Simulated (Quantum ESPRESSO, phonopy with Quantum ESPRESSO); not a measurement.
## LiCl (Fm-3m): a volume series of phonon spectra

Which modes of LiCl drive its thermal expansion?

What experiment has found for this phase:
- volume expansion coefficient 131.4 1e-6/K and heat capacity C_P per formula unit 48.1 J/mol/K near room temperature (given in “High-Throughput Prediction of Finite-Temperature Properties using the Quasi-Harmonic Approximation”, 2016, arXiv:1603.06924)
- volume expansion coefficient 131.1 1e-6/K near room temperature (given in “Descriptors for thermal expansion in solids”, 2017, arXiv:1701.03966)

Program: Quantum ESPRESSO 7.5. Level of theory: DFT LDA, scalar-relativistic, plane waves, GBRV ultrasoft pseudopotentials. Results are calculated unless marked as measured.

This is a report of a sequence of runs, with most program output left out.

The database entry behind the starting cell differs from later determinations by our own check (0.1 to 0.3 % short, probably kX units), so it need not match the best structure at ambient conditions.

## (1) Starting point

Symmetry: Fm-3m, No. 225, cubic system. Conventional cell: a = 5.130 Å, b = 5.130 Å, c = 5.130 Å, α = 90.00°, β = 90.00°, γ = 90.00°. Nearest to Li lie 6 Cl at 2.56 Å. Nearest to Cl lie 6 Li at 2.56 Å. Farther neighbours and most contacts between anions are not listed.

## (2) Probe on a coarse mesh

Before spending time, one coarse run tells the gap and the pressure of the starting cell.

Contents of probe.in:

```
&CONTROL
  calculation = 'scf'
  prefix      = 'x'
  outdir      = './tmp'
  pseudo_dir  = './pseudo'
  tprnfor     = .true.
  tstress     = .true.
  verbosity   = 'high'
/
&SYSTEM
  ibrav       = 0
  nat         = 2
  ntyp        = 2
  ecutwfc     = 45.0
  ecutrho     = 270.0
  occupations = 'smearing'
  smearing    = 'gaussian'
  degauss     = 0.01
/
&ELECTRONS
  conv_thr         = 1.0d-07
  mixing_beta      = 0.7
  electron_maxstep = 100
/
ATOMIC_SPECIES
 Li      6.9400  Li.upf
 Cl     35.4500  Cl.upf
CELL_PARAMETERS angstrom
     0.000000000    2.564770000    2.564770000
     2.564770000    0.000000000    2.564770000
     2.564770000    2.564770000    0.000000000
ATOMIC_POSITIONS crystal
 Li     0.000000000   0.000000000   0.000000000
 Cl     0.500000000   0.500000000   0.500000000
K_POINTS automatic
 6 6 6 0 0 0
```

On the command line:

```bash
OMP_NUM_THREADS=1 mpirun -n 8 pw.x -nk 8 -in probe.in > probe.out
```

It took 2.7 s on 8 MPI ranks of Intel Xeon at 2.70GHz, shared host.

A gap read on the k-mesh alone can miss the band edges.

Numbers from this step:

| Item | Value |
| --- | --- |
| volume per atom | 16.87 Å³ |
| pressure | -3.261 GPa |
| gap on the k-mesh | 5.985 eV |

The start is under -3.3 GPa at this level and looks like an insulator or semiconductor on this mesh.

## (3) Finding the static equilibrium

The vibrations must be taken about the equilibrium of this functional, not about the starting cell, so the structure is relaxed.

Contents of relax.in:

```
&CONTROL
  calculation   = 'vc-relax'
  prefix        = 'x'
  outdir        = './tmp'
  pseudo_dir    = './pseudo'
  tprnfor       = .true.
  tstress       = .true.
  forc_conv_thr = 2.0d-05
  etot_conv_thr = 1.0d-07
  nstep         = 40
/
&SYSTEM
  ibrav       = 0
  nat         = 2
  ntyp        = 2
  ecutwfc     = 45.0
  ecutrho     = 270.0
  occupations = 'fixed'
  nbnd        = 7
/
&ELECTRONS
  conv_thr         = 1.0d-11
  mixing_beta      = 0.7
  electron_maxstep = 100
/
&IONS
/
&CELL
  press_conv_thr = 0.1
/
ATOMIC_SPECIES
 Li      6.9400  Li.upf
 Cl     35.4500  Cl.upf
CELL_PARAMETERS angstrom
     0.000000000    2.564770000    2.564770000
     2.564770000    0.000000000    2.564770000
     2.564770000    2.564770000    0.000000000
ATOMIC_POSITIONS crystal
 Li     0.000000000   0.000000000   0.000000000
 Cl     0.500000000   0.500000000   0.500000000
K_POINTS automatic
 8 8 8 0 0 0
```

On the command line:

```bash
OMP_NUM_THREADS=1 mpirun -n 8 pw.x -nk 8 -in relax.in > relax.out
```

The job ended after 8.6 s (8 MPI ranks).

Step by step:

```
step  energy less that of the first step (eV)  largest force (eV/Å)  volume (Å³)
   1                                   0.0000                0.0000        33.74
   2                                  -0.0105                0.0000        33.19
   3                                  -0.0230                0.0000        32.36
   4                                  -0.0336                0.0000        31.15
   5                                  -0.0349                0.0000        30.51
   6                                  -0.0349                0.0000        30.58
   7                                  -0.0349                0.0000        30.58
   8                                  -0.0345                0.0000        30.58
```

```
conventional cell, symmetrised  before  after  change
                         a (Å)   5.130  4.964  -3.2 %
                         b (Å)   5.130  4.964  -3.2 %
                         c (Å)   5.130  4.964  -3.2 %
              volume (Å³/atom)   16.87  15.29  -9.4 %
```

The relaxed structure:

```xyz
2
Lattice="0.0000 2.4819 2.4819 2.4819 0.0000 2.4819 2.4819 2.4819 0.0000" Properties=species:S:1:pos:R:3 pbc="T T T"
Li    0.0000    0.0000    0.0000
Cl    2.4819    2.4819    2.4819
```

This step gave:

| Quantity | Value |
| --- | --- |
| volume per atom | 15.29 Å³ |
| pressure | 0.004 GPa |
| gap on the k-mesh | 6.488 eV |

After the last step pw.x solved the final cell once more on a basis chosen for it, which moves the energy without moving the atoms.

## (4) Self-consistent run

A tight ground state at this cell gives the energy of this member; its pressure is the stress at this cutoff, which can carry an offset from the finite basis.

Contents of scf.in:

```
&CONTROL
  calculation = 'scf'
  prefix      = 'x'
  outdir      = './tmp'
  pseudo_dir  = './pseudo'
  tprnfor     = .true.
  tstress     = .true.
/
&SYSTEM
  ibrav       = 0
  nat         = 2
  ntyp        = 2
  ecutwfc     = 45.0
  ecutrho     = 270.0
  occupations = 'fixed'
  nbnd        = 7
/
&ELECTRONS
  conv_thr         = 1.0d-12
  mixing_beta      = 0.7
  electron_maxstep = 100
/
ATOMIC_SPECIES
 Li      6.9400  Li.upf
 Cl     35.4500  Cl.upf
CELL_PARAMETERS angstrom
     0.000000000    2.481869902    2.481869902
     2.481869902    0.000000000    2.481869902
     2.481869902    2.481869902    0.000000000
ATOMIC_POSITIONS crystal
 Li     0.000000000   0.000000000   0.000000000
 Cl     0.500000000   0.500000000   0.500000000
K_POINTS automatic
 8 8 8 0 0 0
```

On the command line:

```bash
OMP_NUM_THREADS=1 mpirun -n 8 pw.x -nk 8 -in scf.in > scf.out
```

It took 2.9 s on 8 MPI ranks; 21 s of CPU time.

On a basis chosen for the relaxed cell the pressure is 0.004 GPa, small enough for phonons.

## (5) Zone-centre response

In a polar crystal the Born charges and ε∞ give the long-range dipole term that a finite supercell misses. They are those of this k-mesh and were not tested on a denser one; where the gap is small they converge slowly, and the LO modes with them.

Contents of ph.in:

```
phonons
&INPUTPH
  prefix = 'x'
  outdir = './tmp'
  fildyn = 'x.dyn'
  tr2_ph = 1.0d-18
  epsil  = .true.
/
0.000000000 0.000000000 0.000000000
```

scf.in is that of step 4.

On the command line:

```bash
OMP_NUM_THREADS=1 mpirun -n 8 ph.x -nk 8 -in ph.in > ph.out
```

It took 23 s on 8 MPI ranks; 3 min of CPU time.

This step gave:

```
Γ frequencies : -8.32, -8.32, -8.32, 229.5, 229.5, 229.5 cm⁻¹ (negative: imaginary)
Γ symmetry    : T_1u G_15 G_4- I, T_1u G_15 G_4- I, T_1u G_15 G_4- I, T_1u G_15 G_4- I, T_1u G_15 G_4- I, T_1u G_15 G_4- I
```

ε∞:

```
3.19 0.00 0.00
0.00 3.19 0.00
0.00 0.00 3.19
```

Born charge (rows field, columns displacement), before the sum rule (e), principal values of the symmetric part by kind of site:

```
atom  atoms with these values    low  middle   high   mean
 Li1                        1   1.16    1.16   1.16   1.16
 Cl2                        1  -1.17   -1.17  -1.17  -1.17
```

In full for Li1:

```
1.16 0.00 0.00
0.00 1.16 0.00
0.00 0.00 1.16
```

The Born charges sum to zero within 0.0069 e; the rest is removed before use. Acoustic frequencies in this log differ from zero by the error of the sum rule, which ph.x does not impose.

## (6) A displaced supercell

One atom (for the harmonic constants) or a pair of atoms (for the cubic ones) is moved by a few hundredths of an ångström; the forces on all atoms give a column of force constants. The threshold is tight because the forces are small.

System of this step: LiCl. The cell holds 54 atoms: 27 Li and 27 Cl. Cell: a = 10.530 Å, b = 10.530 Å, c = 10.530 Å, α = 60.0°, β = 60.0°, γ = 60.0°. It derives from LiCl, repeated 3×3×3.

Contents of disp-00002.in:

```
&CONTROL
  calculation = 'scf'
  prefix      = 'x'
  outdir      = './tmp'
  pseudo_dir  = './pseudo'
  tprnfor     = .true.
  disk_io     = 'none'
/
&SYSTEM
  ibrav       = 0
  nat         = 54
  ntyp        = 2
  ecutwfc     = 45.0
  ecutrho     = 270.0
  occupations = 'fixed'
  nbnd        = 137
/
&ELECTRONS
  conv_thr         = 1.0d-11
  mixing_beta      = 0.7
  electron_maxstep = 100
/
ATOMIC_SPECIES
 Li      6.9400  Li.upf
 Cl     35.4500  Cl.upf
CELL_PARAMETERS angstrom
     0.000000000    7.445609706    7.445609706
     7.445609706    0.000000000    7.445609706
     7.445609706    7.445609706    0.000000000
ATOMIC_POSITIONS crystal
 Li     0.000000000   0.000000000   0.000000000
 Li     0.333333333   0.000000000   0.000000000
 Li     0.666666667   0.000000000   0.000000000
 Li     0.000000000   0.333333333   0.000000000
 Li     0.333333333   0.333333333   0.000000000
 Li     0.666666667   0.333333333   0.000000000
 Li     0.000000000   0.666666667   0.000000000
 Li     0.333333333   0.666666667   0.000000000
[... 42 atom lines left out ...]
 Cl     0.833333333   0.500000000   0.833333333
 Cl     0.166666667   0.833333333   0.833333333
 Cl     0.500000000   0.833333333   0.833333333
 Cl     0.833333333   0.833333333   0.833333333
K_POINTS automatic
 2 2 2 0 0 0
```

On the command line:

```bash
OMP_NUM_THREADS=1 mpirun -n 4 pw.x -nk 4 -in disp-00002.in > disp-00002.out
```

Run time: 14 min. Hardware: 4 MPI ranks.

At this level the gap is 6.49 eV on the k-mesh of the self-consistent run, which can miss the band edges.

## (7) Forces on a displaced cell

disp-00001.in, as its differences from disp-00002.in of step 6:

```diff
@@ -30,3 +30,3 @@
 ATOMIC_POSITIONS crystal
- Li     0.000000000   0.000000000   0.000000000
+ Li     0.001899393   0.000000000   0.000000000
  Li     0.333333333   0.000000000   0.000000000
@@ -57,3 +57,3 @@
  Li     0.666666667   0.666666667   0.666666667
- Cl     0.168566059   0.166666667   0.166666667
+ Cl     0.166666667   0.166666667   0.166666667
  Cl     0.500000000   0.166666667   0.166666667
```

On the command line:

```bash
OMP_NUM_THREADS=1 mpirun -n 4 pw.x -nk 4 -in disp-00001.in > disp-00001.out
```

Run time: 15 min. Hardware: 4 MPI ranks; 59 min of CPU time.

## (8) Phonons, V/V0 1

This step: DFT LDA, scalar-relativistic, plane waves, GBRV ultrasoft pseudopotentials (phonopy with Quantum ESPRESSO 4.10.0 / 7.5).

It took 15 min on 8 threads; 1.9 h of CPU time.

This step gave:

```
point group                              : m-3m
highest frequency                        : 419.5 cm⁻¹
Debye temperature from the second moment : 421 K
lowest frequency on the path             : 0 cm⁻¹
zero-point energy                        : 0.07884 eV/cell
Γ frequencies                            : 0, 0, 0, 230.1, 230.1, 230.1 cm⁻¹ (negative: imaginary)
```

Phonopy, LO-TO term from ph.x's tensors. The phonon branches at the labelled points (cm⁻¹):

```
    point  branch 1  branch 2  branch 3  branch 4  branch 5  branch 6
        Γ         0         0         0       230       230       413
  halfway        94        94       168       246       246       351
        X       133       133       184       231       231       243
  halfway       136       149       185       232       245       246
        U       139       177       181       235       253       285
jump to K       139       177       181       235       253       285
  halfway       106       109       170       219       259       393
        Γ         0         0         0       230       230       413
  halfway        88        88       152       231       231       416
        L       129       129       217       241       241       420
  halfway       137       156       202       240       247       355
        W       162       171       171       252       252       273
  halfway       147       151       184       241       247       251
        X       133       133       184       231       231       243
```

Harmonic. Thermo, by row:

```
T (K)  F_vib (meV/atom)  S (J/mol-atom/K)  C_V (J/mol-atom/K)
    0             39.42                 0                   0
   50             39.23             1.488               4.126
  100             37.08             7.146               12.73
  150             31.75             13.36               17.73
  200             23.36             18.86               20.35
  250             12.34             23.57               21.81
  300             -0.96             27.64               22.69
  350            -16.22             31.18               23.25
  400             -33.2             34.31               23.63
  450            -51.72             37.11               23.89
  500            -71.61             39.64               24.08
  550            -92.76             41.94               24.23
  600              -115             44.05               24.34
  650            -138.4                46               24.43
  700            -162.7             47.82                24.5
  750            -187.9             49.51               24.55
  800              -214             51.09                24.6
  850            -240.9             52.59               24.64
  900            -268.5                54               24.67
  950            -296.8             55.33                24.7
 1000            -325.8              56.6               24.72
```

Phonopy on the run's constants, 19x19x19 mesh, Gaussian sigma 3.2 cm⁻¹. Modes against wavenumber; read off at these points; values in 1/cm⁻¹/cell:

```
wavenumber (cm⁻¹)       Cl       Li
            -10.0        0        0
              0.0   4.0e-5   1.0e-5
             10.0   1.4e-6   3.6e-7
             20.0   3.8e-4   7.6e-5
             30.0   5.1e-4   9.6e-5
             40.0   9.4e-4   1.7e-4
             50.0  0.00188   3.3e-4
             60.0  0.00207   3.5e-4
             70.0  0.00347   5.6e-4
             80.0  0.00524   7.7e-4
             90.0  0.00619   8.4e-4
            100.0  0.00840  0.00101
            110.0   0.0136  0.00144
            120.0   0.0209  0.00176
            130.0   0.0388  0.00254
            135.0   0.0464  0.00342
            140.0   0.0391  0.00292
            150.0   0.0233  0.00167
            160.0   0.0180  0.00141
            170.0   0.0141  0.00136
            180.0   0.0133  0.00190
            190.0   0.0304  0.00433
            194.7   0.0348  0.00378
            200.0   0.0221  0.00174
            210.0  0.00758   3.7e-4
            220.0  0.00117  0.00785
            230.0  0.00440   0.0427
            237.4  0.00853   0.0701
            240.0  0.00854   0.0695
            243.0  0.00861   0.0649
            250.0  0.00681   0.0458
            260.0  0.00198   0.0157
            270.0   2.3e-4  0.00381
            280.0   1.4e-4  0.00412
            290.0   1.1e-4  0.00452
            300.0   7.0e-5  0.00354
            310.0   9.9e-5  0.00579
            320.0   8.1e-5  0.00518
            330.0   7.4e-5  0.00544
            340.0   1.2e-4  0.00574
            350.0   1.3e-4  0.00726
            360.0   1.4e-4  0.00491
            370.0   2.3e-4  0.00823
            380.0   2.9e-4  0.00621
            390.0   4.2e-4  0.00958
            400.0   5.3e-4  0.00737
            410.0   7.5e-4  0.00842
            420.0   7.3e-5  0.00168
            430.0        0   2.4e-6
```

No LO-TO term. Modes at Γ, with each element's share of the kinetic energy:

```
mode  frequency (cm⁻¹)  symmetry  Li %  Cl %
   1               0.0       T1u    16    84
   2               0.0       T1u    16    84
   3               0.0       T1u    16    84
   4             230.1       T1u    84    16
   5             230.1       T1u    84    16
   6             230.1       T1u    84    16
```

Displacements in mode 6 (230.1 cm⁻¹), the largest set to 1:
```
Li1  0.00  1.00  0.09
Cl2  0.00 -0.20 -0.02
```

No mode is imaginary beyond numerical noise along the path.

The time given is that of the 2 pw.x runs on displaced cells behind this step.

The supercell is 8.6 Å across at its narrowest and was not tested against a larger one: only its own wavevectors are exact, and acoustic branches between them, with the entropy at low temperature, can be off.

## (9) Self-consistent run, V/V0 1.015

This step: DFT LDA, scalar-relativistic, plane waves, GBRV ultrasoft pseudopotentials (Quantum ESPRESSO 7.5).

System of this step: LiCl. Symmetry: Fm-3m, No. 225, cubic system. The conventional cell has a = 4.988 Å, b = 4.988 Å, c = 4.988 Å, α = 90.00°, β = 90.00°, γ = 90.00°. Nearest to Li lie 6 Cl at 2.49 Å. Nearest to Cl lie 6 Li at 2.49 Å. Farther neighbours and most contacts between anions are not listed.

Changes to scf.in since step 5:

```diff
@@ -26,5 +26,5 @@
 CELL_PARAMETERS angstrom
-     0.000000000    2.481869902    2.481869902
-     2.481869902    0.000000000    2.481869902
-     2.481869902    2.481869902    0.000000000
+     0.000000000    2.494217717    2.494217717
+     2.494217717    0.000000000    2.494217717
+     2.494217717    2.494217717    0.000000000
 ATOMIC_POSITIONS crystal
```

On the command line:

```bash
OMP_NUM_THREADS=1 mpirun -n 8 pw.x -nk 8 -in scf.in > scf.out
```

Wall time 3.6 s (8 MPI ranks); 25 s of CPU time.

At this level the gap is 6.47 eV on the k-mesh of the self-consistent run, which can miss the band edges.

## (10) Zone-centre response

ph.in is that of step 5.

scf.in is that of step 9.

On the command line:

```bash
OMP_NUM_THREADS=1 mpirun -n 8 ph.x -nk 8 -in ph.in > ph.out
```

The job ended after 23 s (8 MPI ranks; 3 min of CPU time).

ε∞:

```
3.17 0.00 0.00
0.00 3.17 0.00
0.00 0.00 3.17
```

The Born charges sum to zero within 0.0069 e; the rest is removed before use. Acoustic frequencies in this log differ from zero by the error of the sum rule, which ph.x does not impose.

## (11) A displaced supercell

System of this step: LiCl. The cell holds 54 atoms: 27 Li and 27 Cl. Cell: a = 10.582 Å, b = 10.582 Å, c = 10.582 Å, α = 60.0°, β = 60.0°, γ = 60.0°. It derives from LiCl, repeated 3×3×3.

Changes to disp-00001.in since step 7:

```diff
@@ -26,7 +26,7 @@
 CELL_PARAMETERS angstrom
-     0.000000000    7.445609706    7.445609706
-     7.445609706    0.000000000    7.445609706
-     7.445609706    7.445609706    0.000000000
+     0.000000000    7.482653150    7.482653150
+     7.482653150    0.000000000    7.482653150
+     7.482653150    7.482653150    0.000000000
 ATOMIC_POSITIONS crystal
- Li     0.001899393   0.000000000   0.000000000
+ Li     0.001889989   0.000000000   0.000000000
  Li     0.333333333   0.000000000   0.000000000
```

On the command line:

```bash
OMP_NUM_THREADS=1 mpirun -n 4 pw.x -nk 4 -in disp-00001.in > disp-00001.out
```

Wall time 13 min (4 MPI ranks); 51 min of CPU time.

## (12) Lattice dynamics at this volume, V/V0 1.015

This step: DFT LDA, scalar-relativistic, plane waves, GBRV ultrasoft pseudopotentials (phonopy with Quantum ESPRESSO 4.10.0 / 7.5).

Run time: 13 min. Hardware: 8 threads.

No mode is imaginary beyond numerical noise along the path. The highest zone-centre mode (no LO–TO term) moved by -4.5 % for a volume change of +1.5 %.

The time given is that of the 2 pw.x runs on displaced cells behind this step.

## (13) Self-consistent run, V/V0 0.985

This step: DFT LDA, scalar-relativistic, plane waves, GBRV ultrasoft pseudopotentials (Quantum ESPRESSO 7.5).

System of this step: LiCl. The structure is cubic, space group Fm-3m (No. 225). The conventional cell has a = 4.939 Å, b = 4.939 Å, c = 4.939 Å, α = 90.00°, β = 90.00°, γ = 90.00°. Li has 6 Cl at 2.47 Å nearest. Cl has 6 Li at 2.47 Å nearest. Farther neighbours and most contacts between anions are not listed.

Changes to scf.in since step 10:

```diff
@@ -26,5 +26,5 @@
 CELL_PARAMETERS angstrom
-     0.000000000    2.494217717    2.494217717
-     2.494217717    0.000000000    2.494217717
-     2.494217717    2.494217717    0.000000000
+     0.000000000    2.469397983    2.469397983
+     2.469397983    0.000000000    2.469397983
+     2.469397983    2.469397983    0.000000000
 ATOMIC_POSITIONS crystal
```

On the command line:

```bash
OMP_NUM_THREADS=1 mpirun -n 8 pw.x -nk 8 -in scf.in > scf.out
```

Elapsed: 3.5 s, on 8 MPI ranks.

The run ends at a pressure of 0.65 GPa.

## (14) Zone-centre response

ph.in is that of step 10.

scf.in is that of step 13.

On the command line:

```bash
OMP_NUM_THREADS=1 mpirun -n 8 ph.x -nk 8 -in ph.in > ph.out
```

Run time: 27 s. Hardware: 8 MPI ranks.

ε∞:

```
3.21 0.00 0.00
0.00 3.21 0.00
0.00 0.00 3.21
```

The Born charges sum to zero within 0.0069 e; the rest is removed before use. Acoustic frequencies in this log differ from zero by the error of the sum rule, which ph.x does not impose.

(Part 1 of 3 ends here.)

[Logs are printed without paths, hosts, clocks, repeated set-up lines and the standing remarks that a program may print on its own settings, such as how far it seeks lower states.]

[Hosts, paths, dates, database ids (printed as entryN), source tags and the programs' standing remarks are cut or masked in the printed files.]

[A step with changed settings may run another functional than the one named; its input shows which.]

[Of the runs on displaced cells, only some may be shown.]
